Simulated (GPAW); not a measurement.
# Magnetic state of zigzag Cu chain, bond 2.395 A from several starts

Wanted: the moments of zigzag Cu chain, bond 2.395 A and the energy of each order that was tried.

Program: GPAW 26.7.0. Level of theory: LDA; plane waves with GPAW's PAW setups, scalar-relativistic. Results are calculated unless marked as measured.

Report form: the programs' logs are mostly left out.

## (1) Starting point

The cell holds 2 atoms: 2 Cu. Its edges and angles: a = 12.000 Å, b = 12.000 Å, c = 2.874 Å, α = 90.0°, β = 90.0°, γ = 90.0°. model lattice. Vacuum lies along a and b. The structure's axis is c.

## (2) Order 1, typed as ferro ++

Parallel moments need no larger cell; this start tests for a ferromagnetic state only.

The input, order1.py:

```python
import json
import numpy as np
from ase import Atoms
from ase.parallel import paropen, parprint
from gpaw import GPAW

atoms = Atoms(['Cu', 'Cu'],
    cell=[[12.0, 0.0, 0.0],
         [0.0, 12.0, 0.0],
         [0.0, 0.0, 2.874]],
    scaled_positions=[[0.42016667, 0.5, 0.0],
         [0.57983333, 0.5, 0.5]],
    pbc=True,
    magmoms=[0.5, 0.5])
atoms.calc = GPAW(mode={'name': 'pw', 'ecut': 440.0},
    xc='LDA',
    kpts={'size': (1, 1, 10), 'gamma': True},
    occupations={'name': 'fermi-dirac', 'width': 0.05},
    convergence={'density': 1e-05, 'energy': 1e-05},
    maxiter=200,
    symmetry={'tolerance': 1e-4},
    txt='order1.txt')
e = atoms.get_potential_energy(force_consistent=True)
res = {'free_energy': e, 'energy_sigma0': atoms.get_potential_energy(), 'fermi_energy': atoms.calc.get_fermi_level()}
res['moments'] = atoms.get_magnetic_moments().tolist()
res['total'] = atoms.get_magnetic_moment()
parprint('site moments (muB):', np.round(res['moments'], 3))
parprint(f"total moment: {res['total']:.3f} muB")
parprint(f'free energy: {e:.6f} eV')
atoms.calc.write('order1.gpw')
n = atoms.calc.get_pseudo_density()
up, down = (atoms.calc.get_pseudo_density(spin=i) for i in (0, 1))
np.savez('grids.npz', density=n, spin=up - down)
with paropen('results.json', 'w') as f:
    json.dump(res, f)
```

The run is started by

```bash
$ OMP_NUM_THREADS=1 python3 order1.py > order1.log
```

The job ended after 25 s (1 MPI rank of Intel Xeon Platinum 8488C (Sapphire Rapids), shared host; peak memory 0.28 GiB).

Read from the output:

* final state: non-magnetic

After 13 cycles the seed has died away: no moment is left.

## (3) Order 2, typed as antiferro q=(0,0,1/2) +-+-

An opposed order shows whether the pairs that it reverses prefer unlike signs.

The cell is doubled to 4 atoms to hold this order. Its mesh is chosen so that both cells sample the same points.

order2.py is the script of step 2 with these lines changed:

```diff
@@ -6,13 +6,15 @@
 
-atoms = Atoms(['Cu', 'Cu'],
+atoms = Atoms(['Cu', 'Cu', 'Cu', 'Cu'],
     cell=[[12.0, 0.0, 0.0],
          [0.0, 12.0, 0.0],
-         [0.0, 0.0, 2.874]],
+         [0.0, 0.0, 5.748]],
     scaled_positions=[[0.42016667, 0.5, 0.0],
-         [0.57983333, 0.5, 0.5]],
+         [0.42016667, 0.5, 0.5],
+         [0.57983333, 0.5, 0.25],
+         [0.57983333, 0.5, 0.75]],
     pbc=True,
-    magmoms=[0.5, 0.5])
+    magmoms=[0.5, -0.5, 0.5, -0.5])
 atoms.calc = GPAW(mode={'name': 'pw', 'ecut': 440.0},
     xc='LDA',
-    kpts={'size': (1, 1, 10), 'gamma': True},
+    kpts={'size': (1, 1, 5), 'gamma': True},
     occupations={'name': 'fermi-dirac', 'width': 0.05},
@@ -21,3 +23,3 @@
     symmetry={'tolerance': 1e-4},
-    txt='order1.txt')
+    txt='order2.txt')
 e = atoms.get_potential_energy(force_consistent=True)
@@ -29,3 +31,3 @@
 parprint(f'free energy: {e:.6f} eV')
-atoms.calc.write('order1.gpw')
+atoms.calc.write('order2.gpw')
 n = atoms.calc.get_pseudo_density()
```

The run is started by

```bash
$ OMP_NUM_THREADS=1 python3 order2.py > order2.log
```

Wall time 49 s (1 MPI rank); peak memory 0.44 GiB.

The spin moment in the augmentation sphere vanishes on all atoms.

Read from the output:

* final state: non-magnetic

It ends in the same state without moments as the first start; the 4.6e-9 meV between them is numerical noise.

## (4) Order 3, typed as no spin polarisation

A run without seeds gives the energy of the state without moments.

The input, nospin.py:

```python
import json
import numpy as np
from ase import Atoms
from ase.parallel import paropen, parprint
from gpaw import GPAW

atoms = Atoms(['Cu', 'Cu'],
    cell=[[12.0, 0.0, 0.0],
         [0.0, 12.0, 0.0],
         [0.0, 0.0, 2.874]],
    scaled_positions=[[0.42016667, 0.5, 0.0],
         [0.57983333, 0.5, 0.5]],
    pbc=True)
atoms.calc = GPAW(mode={'name': 'pw', 'ecut': 440.0},
    xc='LDA',
    kpts={'size': (1, 1, 10), 'gamma': True},
    occupations={'name': 'fermi-dirac', 'width': 0.05},
    convergence={'density': 1e-05, 'energy': 1e-05},
    maxiter=200,
    symmetry={'tolerance': 1e-4},
    txt='nospin.txt')
e = atoms.get_potential_energy(force_consistent=True)
res = {'free_energy': e, 'energy_sigma0': atoms.get_potential_energy(), 'fermi_energy': atoms.calc.get_fermi_level()}
parprint(f'free energy: {e:.6f} eV')
atoms.calc.write('nospin.gpw')
with paropen('results.json', 'w') as f:
    json.dump(res, f)
```

The run is started by

```bash
$ OMP_NUM_THREADS=1 python3 nospin.py > nospin.log
```

Wall time 13 s (1 MPI rank); peak memory 0.22 GiB.

This step gave:

```yaml
final_state: non-magnetic (no spin polarisation)
```

It ends in the same state without moments as the first start; the 3.2e-7 meV between them is numerical noise.

## (5) Energies of the orders

These are free energies at a smearing of 0.05 eV, so its entropy term is in the differences. They are divided by the number of seeded atoms, so that cells of unlike size compare. Wavevectors q in the names are fractions of the reciprocal vectors of the first run's cell.

Orders:

```
                     start   final state  typed order kept  energy over the lowest (meV a seeded atom)  largest site moment (μB)  net moment (μB a primitive cell)  mesh matched  CPU time (s)
                  ferro ++  non-magnetic                no                                           0                         0                                 0           yes         25.23
antiferro q=(0,0,1/2) +-+-  non-magnetic                no                                           0                         0                                 0           yes          48.7
      no spin polarisation  non-magnetic                 -                                           0                         0                                 0           yes         12.47
```

## (6) What came out

* lowest state found: non-magnetic (typed ferro ++)
* largest site moment: 0 μB

**Reading.** The lowest state carries no moment above 0.15 μB, and no start kept one. Only 3 starts are shown; other collinear patterns, canted and longer-period orders are not.

[Logs and program files are shortened in this print: banners, set-up blocks, solver, clock and traceback lines can be left out without a mark of their own.]

[Logs are printed without paths, hosts, clocks, repeated set-up lines and the standing remarks that a program may print on its own settings, such as how far it seeks lower states.]

[Hosts, paths, dates, database ids (printed as entryN), source tags and the programs' standing remarks are cut or masked in the printed files.]

[Where a cell is said to come from a database of computed structures, the database is the Materials Project.]
